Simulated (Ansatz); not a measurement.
# CdMo3: relaxing a made-up structure, part 2 of 2

Starting from a made-up structure for CdMo3, the aim is the relaxed cell, its shortest contacts and, where a second run follows, its electronic structure.

Ansatz 0.2.0; DFT, r2SCAN, plane-wave PAW, files of the set soft_1, scalar-relativistic, no spin, cell and ions relaxed at zero pressure; PAW set soft_1 (the session's first sound run).

So far: Set-up; Relaxation of the guess. The relaxed cell has a = 5.066 Å (conventional setting).

### 3. Electronic structure of the relaxed cell

With the geometry fixed, one more self-consistent run, with a narrower smearing and the mesh shown in its input, gives the bands, and its pressure, and its forces where symmetry allows any, show how far the geometry depends on these settings.

This step: DFT, r2SCAN, plane-wave PAW, files of the set soft_1, scalar-relativistic, no spin, bands and density of states at the relaxed cell; PAW set soft_1 (Ansatz 0.2.0).

Contents of input.yaml:

```yaml
crystal:
  lattice:
    - [5.0661214555, 0.0, 0.0]
    - [0.0, 5.0661214555, 0.0]
    - [0.0, 0.0, 5.0661214555]
  atoms:
    - { symbol: Cd, position: [0.5, 0.5, 0.5] }
    - { symbol: Cd, position: [0.0, 0.0, 0.0] }
    - { symbol: Mo, position: [0.0, 0.5, 0.25] }
    - { symbol: Mo, position: [0.0, 0.5, 0.75] }
    - { symbol: Mo, position: [0.5, 0.25, 0.0] }
    - { symbol: Mo, position: [0.75, 0.0, 0.5] }
    - { symbol: Mo, position: [0.5, 0.75, 0.0] }
    - { symbol: Mo, position: [0.25, 0.0, 0.5] }
kpoints:
  mp_grid: { grid: [6, 6, 6] }
  band_path:
    path:
      - [[0.0, 0.0, 0.0], [0.0, 0.5, 0.0], [0.5, 0.5, 0.0], [0.0, 0.0, 0.0], [0.5, 0.5, 0.5], [0.0, 0.5, 0.0]]
      - [[0.5, 0.5, 0.0], [0.5, 0.5, 0.5]]
    npoints: 13
scf:
  occupations: { method: fermi_dirac, width: 0.03 }
  n_extra_bands: 12
hamiltonian:
  xc: r2scan
  pseudopotentials: { kind: paw, azcp: { folder: soft_1 } }
output:
  forces: true
  stress: true
  write_bands: true
  dos: { projected: true }
  write_density: true
  write_potential: true
  elf: true
  volumetric_format: npy
```

Command:

```
$ ansatz run input.yaml --threads 4 --pin off --max-ram 10240MiB --backend cpu --events-out ev --progress --plain --runs-dir out
```

Numbers of over 12 decimals in the logs are rounded to 6 here.

The log of the run:

```text
[...]
Crystal: 8 atoms, lattice volume = 130.025 Å³
Basis set: ecut = 500 eV, 3287 PW (Γ), exchange–correlation on 160×160×160 points (64 copies of the dense FFT grid, shifted against one another)
Bands: 74, of which v1, the nominal top of the filled ones, is band 62 counted from 1 (61 counted from 0)
Symmetry: 48 space group operations
[...]
k-points: 20 of 216
[...]
SCF iter   1: F=—  HF=-46344.050778 eV  |F-HF|=—  |Δ(HF+E_count)|=         —  Δρ=1.03e-1  dr2=1.78e1  dr2_τ=5.54e-1  ethr=3.10e-3  ⟨swp⟩=5.8  Hψ=4480  notcnv=0
[...]
SCF iter   8: F=-46339.373797 eV  HF=-46339.373797 eV  |F-HF|=3.21e-8  |Δ(HF+E_count)|=   4.58e-7  Δρ=7.27e-6  dr2=3.97e-8  dr2_τ=5.41e-9  ethr=8.06e-11  ⟨swp⟩=12.0  Hψ=10245  notcnv=0
SCF 1 converged in 8 iterations: F = -46339.373797 eV  dr2 = 3.97e-8
[...]
NSCF: frozen V_eff on 80 k-points
SCF converged after 8 iterations
Free energy (F): -46339.373797 eV
[...]
Internal energy: -46339.352798 eV  (E = F + TS)
E sigma→0 (E₀):  -46339.363297 eV
Entropy (-TS):   -0.021000 eV (-2.625 meV/atom)
Fermi energy:    19.653422 eV
[...]
--- Stress (GPa, compression-positive) ---
        0.614062       0.000000       0.000000
        0.000000       0.614062       0.000000
        0.000000       0.000000       0.614062
  P = ⅓ Tr σ = 0.6141 GPa (6.141 kbar)
--- Band table (eV; the first three rows and the last of 20) ---
  k-point 0: bands = [... 58 lower, 18.6997, 18.6997, 18.8596, 18.8596, 21.2312, 21.2312, 21.2312, 22.1860, ... 8 higher]
  k-point 1: bands = [... 58 lower, 18.9537, 18.9537, 18.9628, 19.0075, 21.2045, 21.2045, 21.2139, 21.9080, ... 8 higher]
  k-point 2: bands = [... 58 lower, 18.9402, 18.9402, 19.0303, 19.0652, 20.8429, 21.2013, 21.2013, 21.5549, ... 8 higher]
  k-point 19: bands = [... 58 lower, 19.2362, 19.2362, 19.2362, 19.2362, 19.5002, 19.5002, 19.5002, 19.5002, ... 8 higher]
```

Elapsed: 17 s, on 4 threads of Arm Neoverse V1, shared host; peak memory 1 GiB.

This step gave:

| Property | Result |
| --- | --- |
| free energy | -46339.3738 eV |
| energy at zero smearing | -46339.3633 eV |
| smearing term TS | 0.02100 eV |
| Fermi energy | 19.65 eV |
| pressure | 0.6141 GPa |

bands.tsv at the labelled points (eV, zero at the Fermi level; the bands that come nearest the Fermi level along the path):

```
point  band 59  band 60  band 61  band 62  band 63  band 64  band 65  band 66
    Γ    -0.95    -0.95    -0.79    -0.79     1.58     1.58     1.58     2.53
    X    -1.09    -1.09    -0.90    -0.90     0.92     0.92     1.55     1.55
    M    -0.31    -0.31     0.21     0.24     0.24     0.35     0.35     0.55
    Γ    -0.95    -0.95    -0.79    -0.79     1.58     1.58     1.58     2.53
    R    -0.42    -0.42    -0.42    -0.42    -0.15    -0.15    -0.15    -0.15
    X    -1.09    -1.09    -0.90    -0.90     0.92     0.92     1.55     1.55
    M    -0.31    -0.31     0.21     0.24     0.24     0.35     0.35     0.55
    R    -0.42    -0.42    -0.42    -0.42    -0.15    -0.15    -0.15    -0.15
```

Counts of states for the cell as run, both spins, by energy window (eV from the Fermi level):

```
from  to  total
  -8  -7   0.45
  -7  -6   1.27
  -6  -5   2.27
  -5  -4   3.12
  -4  -3   6.28
  -3  -2  10.23
  -2  -1   7.13
  -1   0   9.21
   0   1   4.33
   1   2   6.83
```

A further 84.0 states lie below the table's range.

Valence density in the ac plane at fractional y = 0.000, with atoms of Cd and Mo within 0.2 Å of it. It is the smooth field of the valence electrons, not physical close to the nuclei.

Ten steps, logarithmic in the rise over the least value, from '0' (0 e/Å³) to '9' (23 e/Å³), each cell a mean:
```
97410011100268
64100000000035
11000000000001
00011000011100
01454310145431
14676521367752
24677532467753
13566411356641
00233100123310
00000000000000
32000000000013
86300001000147
98410011100269
```
Columns run along a (5.1 Å), rows up along c (5.1 Å). Atoms in or near the plane, at fractional coordinates: Cd at (0.00, 0.00), Mo at (0.75, 0.50), Mo at (0.25, 0.50).

Electrostatic potential energy in the ac plane at fractional y = 0.000, with atoms of Cd and Mo within 0.2 Å of it. With pseudopotentials it is smooth inside the atoms' cores, unlike the true potential.

Ten even steps from '_' (-56 eV) to '@' (21 eV), each cell a mean:
```
++**##@@@@@@@@@@@@@@@@%%**++
**##%%@@@@@@@@@@@@@@@@@@##**
%%@@@@@@@@@@@@@@@@@@@@@@@@%%
@@@@%%%%%%@@@@@@@@@@%%%%@@@@
@@%%++====##@@@@%%++====**@@
%%**::____--%%%%**::____--%%
%%++..____--##%%++..____--##
@@##--..::++%%@@##--..::++%%
@@@@##**##%%@@@@@@##****%%@@
@@@@@@@@@@@@@@@@@@@@@@@@@@@@
##%%@@@@@@@@@@@@@@@@@@@@%%##
++**##@@@@@@@@@@@@@@@@%%##**
==++##@@@@@@@@@@@@@@@@%%**++
```
Columns run along a (5.1 Å; values clipped at the 3rd and 97th percentile), rows up along c (5.1 Å). Atoms in or near the plane, at fractional coordinates: Cd at (0.00, 0.00), Mo at (0.75, 0.50), Mo at (0.25, 0.50).

ELF in the ac plane at fractional y = 0.000, with atoms of Cd and Mo within 0.2 Å of it. It is the smooth field of the valence electrons, not physical close to the nuclei.

Ten even steps from '_' (0.16) to '@' (0.93), each cell a mean:
```
%%==....::::....::::::..::**
::..__..----::::::--::....::
______..::--====----::..____
::________..::--..________..
....--**++::......--**++::..
..==**++**++::..==**++****::
::++**--++**--::++**--++**--
..::**##**==....::++##**==..
::__..--::__..::__..--::__..
..______..::--==--..______..
....__::------------::..__..
++--....--::::..::--::__..==
@@++....::::::::::::....--%%
```
Columns run along a (5.1 Å), rows up along c (5.1 Å). Atoms in or near the plane, at fractional coordinates: Cd at (0.00, 0.00), Mo at (0.75, 0.50), Mo at (0.25, 0.50).

### 4. Results

| Property | Result |
| --- | --- |
| space group, relaxed | Pm-3n |
| conventional cell | a = 5.066, b = 5.066, c = 5.066 Å; α = 90.0°, β = 90.0°, γ = 90.0° |
| volume per atom | 16.25 Å³ (guess 17.10) |

What this shows: CdMo3 relaxes to Pm-3n with a = 5.066, b = 5.066 and c = 5.066 Å. The guessed volume was 5 % too large. The space group Pm-3n was held in the relaxation, so the end point is a stationary structure within it and may be a saddle against distortions or other arrangements. Bands cross the Fermi level, so it is a metal or semimetal at this level. On the 6×6×6 mesh with the narrower smearing (relaxed on 5×5×5) the forces vanish, as symmetry may demand, and the largest stress component is 0.614 GPa, against the relaxation's thresholds of 0.015 eV/Å and 0.05 GPa. The cutoff wasn't tested. No dispersion term is used, so weakly bound directions may come out too long. The runs have no spin, and magnetism wasn't tested. Nothing here tests whether the compound is stable against decomposition.

[Logs are printed without paths, hosts, clocks, repeated set-up lines and the standing remarks that a program may print on its own settings, such as how far it seeks lower states.]

[Hosts, paths, dates, database ids (printed as entryN), source tags and the programs' standing remarks are cut or masked in the printed files.]
